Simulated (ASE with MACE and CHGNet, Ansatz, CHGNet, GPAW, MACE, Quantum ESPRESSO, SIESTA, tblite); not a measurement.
# Running random packing of 71HfO2-29Hf3N4 (mol %) (71 atoms) with machine-learned potentials

Aim: run random packing of 71HfO2-29Hf3N4 (mol %) (71 atoms) in machine-learned potentials and see how near its forces come to a plane-wave reference, and at what cost.

Program: ASE with MACE and CHGNet. Level of theory: the method is named at each step. Results are calculated unless marked as measured.

**1. Starting point**

The cell holds 71 atoms: 27 Hf, 24 O and 20 N. Its edges and angles: a = 9.912 Å, b = 9.912 Å, c = 9.912 Å, α = 90.0°, β = 90.0°, γ = 90.0°. 71 atoms (27 Hf, 24 O, 20 N) packed at random in a cube at 9.35 g/cm³ and pushed apart as soft spheres, cations and anions kept from their own kind; a start for melting by ab initio MD, not an equilibrated structure. Then every atom was moved at random, 0.02 Å r.m.s. a Cartesian component.

The yardstick, on the same geometry:

| Item | Value |
| --- | --- |
| method | Kohn-Sham DFT, PBE, PAW, plane waves (Ansatz 0.2.0); cutoff 420 eV, Γ point, fermi-dirac smearing of 0.05 eV; PAW set soft_2 |
| r.m.s. force component | 2.336 eV/Å |
| longest force | 8.89 eV/Å |
| pressure | -12.6 GPa |
| SCF cycles | 12 |
| time | 30 s on 4 threads of Arm Neoverse V1, shared host |
| CPU time | 1.9 min |

**2. MACE MPA-0 medium potential**

Method: machine-learned interatomic potential MACE MPA-0 medium, trained on PBE(+U) plane-wave data.

Contents of run.py:

```python
import numpy as np
from ase.io import read
import mlip  # loads the published weights by name

atoms = read("structure.xyz")
atoms.calc = mlip.calc("mace-mpa-0-medium")
energy = atoms.get_potential_energy()
forces = atoms.get_forces()
print(f"energy {energy:.6f} eV")
print("forces (eV/A)")
for i, (a, f) in enumerate(zip(atoms, forces)):
    print(f"{i:4d} {a.symbol:2s} {f[0]:10.5f} {f[1]:10.5f} {f[2]:10.5f}")
stress = -atoms.get_stress(voigt=False) * 160.21766
print("stress (GPa, compression positive)")
for row in stress:
    print(" ".join(f"{x:10.4f}" for x in row))
```

Contents of structure.xyz:

```xyz
71
Lattice="9.91160 0.00000 0.00000 0.00000 9.91160 0.00000 0.00000 0.00000 9.91160" Properties=species:S:1:pos:R:3 pbc="T T T"
Hf 3.99576 2.82183 3.09965
Hf 3.18212 9.66579 0.80859
Hf 3.35458 0.40717 7.24151
Hf 5.77341 6.36929 7.15211
Hf 8.14159 7.65582 1.05182
Hf 3.27341 5.64951 7.75424
Hf 8.81131 7.18591 6.81958
Hf 9.00419 2.88319 3.28342
Hf 4.93072 0.04183 4.86679
Hf 7.55155 2.44579 6.46127
Hf 9.16734 9.83092 7.32913
Hf 5.04659 5.75398 2.50754
Hf 3.42168 7.60963 3.55747
Hf 6.51797 3.52328 2.55115
Hf 1.27612 1.39496 8.55579
Hf 2.71865 2.40911 0.76636
Hf 6.06778 8.87663 9.81288
Hf 5.40093 0.33927 2.22595
Hf 2.88467 2.34816 5.45247
Hf 2.35579 7.41645 9.53625
Hf 5.92327 3.24645 8.43884
Hf 3.10937 7.87506 6.26383
Hf 8.30880 3.41861 0.53770
Hf 7.89300 4.83428 7.70587
Hf 0.35028 5.99949 0.76904
Hf 9.21828 0.26286 3.26448
Hf 0.95915 8.20244 4.30946
O 7.83343 1.11833 1.39922
O 0.91831 3.40424 4.77739
O 8.62735 9.65737 9.74697
O 8.33298 5.39568 1.99729
O 4.16674 5.51828 5.42769
O 8.57710 8.67721 4.95045
O 7.23646 0.58637 5.00952
O 1.94347 6.17780 4.96809
O 0.74248 3.66709 0.76012
O 6.06808 2.49019 4.61306
O 8.13217 4.89296 4.23493
O 3.70733 2.41427 8.50584
O 6.53997 6.39586 4.24157
O 9.76233 3.01293 7.10592
O 5.49182 1.38782 6.91641
O 1.88073 0.11716 5.45881
O 4.27824 3.75075 6.77884
O 1.57644 7.44510 2.17114
O 6.57208 1.25659 9.52049
O 0.89769 9.45150 0.20220
O 1.12001 6.66862 7.53044
O 3.28411 0.06056 3.18916
O 6.96617 6.81819 9.11956
O 9.55637 7.52687 9.01272
N 0.53850 5.03133 2.96595
N 5.08534 2.37908 1.00454
N 8.67295 1.80778 8.73440
N 1.10197 1.55057 2.29414
N 6.38049 4.84301 0.21984
[... 11 atom lines left out ...]
N 0.19902 4.72268 8.63935
N 9.89257 5.28952 5.70730
N 9.45309 1.39516 5.43631
N 6.87042 8.79367 3.46529
```

The run is started by

```sh
OMP_NUM_THREADS=1 python run.py > output.txt
```

The log of the run:

```text
energy -544.326988 eV
forces (eV/A)
   0 Hf    0.57714    2.41281    0.13024
   1 Hf   -2.97381   -1.96656    1.18616
   2 Hf    2.74698   -0.28780    3.26920
   3 Hf    0.31447    3.04212   -2.70571
   4 Hf    1.23402    0.05100   -0.34229
   5 Hf   -2.65136   -7.82996   -0.78102
   6 Hf    2.03866   -0.69332   -0.99273
   7 Hf    6.37529    4.81051    4.17461
   8 Hf    3.71852    0.71376    2.33245
   9 Hf    0.85485   -5.31661   -5.20991
  10 Hf   -2.70850    1.94958    0.67361
  11 Hf   -1.30122    1.68745   -0.09628
  12 Hf    0.23121   -1.96387   -4.16704
  13 Hf   -0.42334   -0.05228    0.82874
  14 Hf   -3.09823    1.14996    1.16739
  15 Hf   -1.32511    5.16256   -0.73596
  16 Hf   -1.40651    0.68413   -5.73999
  17 Hf    3.28360    0.07858   -0.80571
  18 Hf   -4.19516    3.62248    3.72561
  19 Hf   -0.51347    3.61301   -0.61073
  20 Hf   -7.60761   -2.98080    3.11955
  21 Hf   -1.26648   -1.55764    2.29398
  22 Hf    2.06971   -0.94000   -2.61560
  23 Hf    5.42766    0.22933    0.31082
[...]
63 N     1.49865    2.32917   -1.85518
  64 N     2.97856   -0.68284   -1.65245
  65 N    -1.19196   -0.34883    1.49592
  66 N    -0.49851    2.10527    0.73735
  67 N    -2.23043    1.09544    0.81519
  68 N    -2.55647    2.10189    0.67682
  69 N    -1.62911    0.30166   -1.45989
  70 N    -1.71359    1.04393   -1.56199
stress (GPa, compression positive)
  -13.6493    -2.9914    -5.0270
   -2.9914   -10.4057     0.8419
   -5.0270     0.8419   -17.6462
```

Run time: 12 s. Hardware: 1 thread of Arm Neoverse V1, shared host; peak memory 0.96 GiB.

Banners, paths, timers and routine set-up lines are dropped from the logs unmarked, and long logs keep their key lines alone; longer cuts are marked.

Numbers from this run, and their distance from the reference:

```yaml
r_m_s_force_component: 2.264 eV/Å
r_m_s_difference_of_force_components: 430.5 meV/Å
longest_difference_of_force_vectors: 1572 meV/Å
force_difference_over_r_m_s_force: 18.43 %
slope_of_forces_against_the_reference_s: 0.9527
correlation_of_force_components: 0.983
pressure: -13.9 GPa
pressure_difference: -1.304 GPa
```

Length of the force difference by element (eV/Å):

| element | atoms | mean | most |
| --- | --- | --- | --- |
| Hf | 27 | 0.85 | 1.6 |
| N | 20 | 0.57 | 0.99 |
| O | 24 | 0.60 | 1.1 |

The surroundings of Hf8, which bears the longest force, nearest first, numbered as they follow in the input and with coordinates relative to it.

| atom | x | y | z | distance (Å) | bonds | Fx | Fy | Fz (eV/Å) |
| --- | --- | --- | --- | --- | --- | --- | --- | --- |
| Hf8 | 0.00 | 0.00 | 0.00 | 0.00 | 6 | 6.38 | 4.81 | 4.17 |
| O38 | -0.87 | 2.01 | 0.95 | 2.39 | 2 | 0.53 | -3.51 | 0.12 |
| O29 | 1.83 | 0.52 | 1.49 | 2.42 | 2 | 0.60 | -2.08 | -0.68 |
| N55 | 2.01 | -1.33 | -0.99 | 2.61 | 3 | -0.95 | -0.20 | 0.90 |
| N52 | 1.45 | 2.15 | -0.32 | 2.61 | 2 | -0.19 | -0.41 | -0.44 |
| Hf26 | 0.21 | -2.62 | -0.02 | 2.63 | 6 | -2.22 | -1.20 | 0.27 |
| N70 | 0.45 | -1.49 | 2.15 | 2.66 | 4 | -1.63 | 0.30 | -1.46 |
| Hf14 | -2.49 | 0.64 | -0.73 | 2.67 | 5 | -0.42 | -0.05 | 0.83 |
| O28 | -1.17 | -1.76 | -1.88 | 2.83 | 4 | 1.30 | 2.42 | 4.48 |
| Hf23 | -0.70 | 0.54 | -2.75 | 2.88 | 6 | 2.07 | -0.94 | -2.62 |
| O31 | -0.67 | 2.51 | -1.29 | 2.90 | 4 | 0.85 | -0.32 | -3.29 |

Atoms are counted from 1 here, from 0 in the log.

Forces lie 18 % from the reference's, at 0.100 times its CPU time (on 1 against 4 cores).

**3. MACE MP-0b2 small potential**

Method: machine-learned interatomic potential MACE MP-0b2 small, trained on PBE(+U) plane-wave data.

Changes to run.py since step 2:

```diff
@@ -5,3 +5,3 @@
 atoms = read("structure.xyz")
-atoms.calc = mlip.calc("mace-mpa-0-medium")
+atoms.calc = mlip.calc("mace-mp-0b2-small")
 energy = atoms.get_potential_energy()
```

structure.xyz is that of step 2.

The log of the run:

```text
energy -543.079923 eV
forces (eV/A)
   0 Hf   -0.57511    2.24306    0.59982
   1 Hf   -3.35585   -1.98118    1.45529
   2 Hf    2.47830    0.11021    4.29663
   3 Hf   -0.53903    2.59402   -1.79153
   4 Hf    1.12398   -0.59431    0.78827
   5 Hf   -2.14536   -6.29984   -0.77777
   6 Hf    2.69636   -0.36265   -0.37070
   7 Hf    5.56746    3.14287    3.58570
   8 Hf    6.01500    0.86007    1.38083
   9 Hf    0.55110   -3.62095   -5.12935
  10 Hf   -2.14288    1.61698    0.80477
  11 Hf   -0.10925    2.33416   -1.49837
  12 Hf   -0.85359   -3.29847   -4.25401
  13 Hf   -0.17738   -0.01577    0.78886
  14 Hf   -2.45804    2.16076    0.30319
  15 Hf   -0.63830    5.10419   -1.31884
  16 Hf   -0.26064    0.02806   -6.53776
  17 Hf    4.04175    0.59063   -0.74981
  18 Hf   -4.75761    4.29238    2.81939
  19 Hf   -0.70579    2.53998   -1.76171
  20 Hf   -7.18973   -3.58796    2.65961
  21 Hf   -1.88684   -2.71023    2.95969
  22 Hf    2.67698   -1.32868   -2.97446
  23 Hf    6.08825    1.00096    0.96061
[...]
63 N     1.98033    3.28245   -2.07361
  64 N     2.55566   -0.91338   -1.73346
  65 N    -2.06635   -1.15263    2.58160
  66 N    -0.88402    2.46252    1.83373
  67 N    -3.31191    1.25743    2.21853
  68 N    -3.08230    0.94554    1.75850
  69 N    -1.87797   -0.13904   -0.76683
  70 N    -2.48928    2.22057   -3.24745
stress (GPa, compression positive)
  -11.7664    -3.5077    -5.2103
   -3.5077    -9.7242     0.5181
   -5.2103     0.5181   -14.3806
```

It took 8.2 s on 1 thread; peak memory 0.67 GiB.

Compared with the plane-wave run:

| Item | Value |
| --- | --- |
| r.m.s. force component | 2.451 eV/Å |
| r.m.s. difference of force components | 632.4 meV/Å |
| longest difference of force vectors | 2272 meV/Å |
| force difference over r.m.s. force | 27.08 % |
| slope of forces against the reference's | 1.014 |
| correlation of force components | 0.9662 |
| pressure | -11.96 GPa |
| pressure difference | 0.6398 GPa |

Against the first run (18 %), the force difference from the reference is 27 %, at 0.71 times the CPU time.

**4. CHGNet 0.3.0 potential**

Method: machine-learned interatomic potential CHGNet 0.3.0, trained on PBE(+U) plane-wave data.

Changes to run.py since step 3:

```diff
@@ -5,3 +5,3 @@
 atoms = read("structure.xyz")
-atoms.calc = mlip.calc("mace-mp-0b2-small")
+atoms.calc = mlip.calc("chgnet-0.3.0")
 energy = atoms.get_potential_energy()
```

structure.xyz is that of step 3.

The log of the run:

```text
CHGNet v0.3.0 initialized with 412,525 parameters
CHGNet will run on cpu
energy -570.622742 eV
forces (eV/A)
   0 Hf    0.02553    1.42637   -0.17827
   1 Hf   -2.55612   -1.52613    1.92160
   2 Hf    3.45564   -0.34704    4.23019
   3 Hf    0.53799    4.41422   -2.62160
   4 Hf    0.94308    0.27699    0.94215
   5 Hf   -3.03677   -8.31885   -0.94887
   6 Hf    3.11323   -0.22916   -1.56027
   7 Hf    7.06215    6.02123    5.20570
   8 Hf    5.87631    0.57201    1.68137
   9 Hf    1.07496   -4.94540   -6.20826
  10 Hf   -2.57787    2.25369    1.15099
  11 Hf   -0.36284    2.45017   -1.43264
  12 Hf    0.11138   -0.44392   -4.27196
  13 Hf   -0.53649   -1.23118    0.84405
  14 Hf   -4.31215    1.85493    0.42861
  15 Hf   -0.61029    6.32129   -1.34342
  16 Hf   -1.19697    0.32121   -7.00749
  17 Hf    3.06177    0.43887   -0.17190
  18 Hf   -5.61239    4.90670    3.20187
  19 Hf   -0.05474    2.67022   -1.53699
  20 Hf   -8.91824   -4.43618    4.00061
  21 Hf   -1.88106   -1.36789    1.73664
  22 Hf    2.98858   -1.26350   -3.50188
  23 Hf    6.12350    0.70227    1.60407
[...]
63 N     1.98541    2.98578   -1.89944
  64 N     3.67766   -0.47687   -1.79796
  65 N    -2.09134   -1.69636    2.47563
  66 N    -0.24405    1.21300    1.41486
  67 N    -2.84894    1.08337    1.70676
  68 N    -2.27951    1.38653    0.80178
  69 N    -2.12806   -0.85124   -0.94478
  70 N    -1.85390    2.25728   -3.29058
stress (GPa, compression positive)
  -17.3317    -2.9175    -6.2617
   -2.9175   -15.3348     0.9460
   -6.2617     0.9460   -21.8185
```

The job ended after 5 s (1 thread; peak memory 1.1 GiB).

Compared with the plane-wave run:

```
r.m.s. force component                  : 2.619 eV/Å
r.m.s. difference of force components   : 640 meV/Å
longest difference of force vectors     : 2492 meV/Å
force difference over r.m.s. force      : 27.4 %
slope of forces against the reference's : 1.091
correlation of force components         : 0.9731
pressure                                : -18.16 GPa
pressure difference                     : -5.565 GPa
```

Against the first run (18 %), the force difference from the reference is 27 %, at 0.43 times the CPU time.

**5. Side by side**

Differences are against the plane-wave reference, forces as r.m.s. over components; share is that over the reference's r.m.s. force, slope the least-squares factor from reference forces to these. Total energies of different programs have different zeros and aren't compared.

| run | Δ force, r.m.s. (meV/Å) | share (%) | slope | Δ pressure (GPa) | cores | CPU time | memory (GiB) |
| --- | --- | --- | --- | --- | --- | --- | --- |
| reference | - | - | - | - | 4 | 1.9 min | 1.7 |
| MACE MPA-0 medium potential | 431 | 18.4 | 0.953 | -1.30 | 1 | 12 s | 0.96 |
| MACE MP-0b2 small potential | 632 | 27.1 | 1.014 | 0.640 | 1 | 8.2 s | 0.67 |
| CHGNet 0.3.0 potential | 640 | 27.4 | 1.091 | -5.56 | 1 | 5 s | 1.1 |

Times of the machine-learned potentials are mostly Python's start and the loading of weights.

CPU time is summed over cores on a shared host, where runs went side by side, so it is rough. Symmetry, cutoffs, thresholds, outputs and thread counts weren't matched or tuned between programs; memory under MPI is the largest rank's times the ranks.

**6. What came out**

| Item | Value |
| --- | --- |
| nearest in forces | MACE MPA-0 medium potential, 18 % |
| its CPU time | 12 s |

What this shows: Machine-learned potentials differ by 18 % (MACE MPA-0 medium potential) to 27 % (CHGNet 0.3.0 potential); they were trained on other programs' data. Machine-learned potentials mimic data converged in k, so the reference's own k-point error enters their differences. The reference's stress is far from hydrostatic: its diagonal is -12.8, -9.0, -16.0 GPa, compression counted positive. The reference's pressure of -13 GPa belongs to a cell and atoms that aren't relaxed at this level. The electronic-structure runs sample only Γ, in a cell whose shortest periodic width is 10 Å, which is coarse for a cell with partly filled levels. Spin–orbit coupling is left out, which matters for the levels of the heavy elements.

[Also dropped from logs without a mark: logging warnings of Python, and SIESTA's first energy breakdown and zero terms.]

[Logs are printed without paths, hosts, clocks, repeated set-up lines and the standing remarks that a program may print on its own settings, such as how far it seeks lower states.]

[Hosts, paths, dates, database ids (printed as entryN), source tags and the programs' standing remarks are cut or masked in the printed files.]
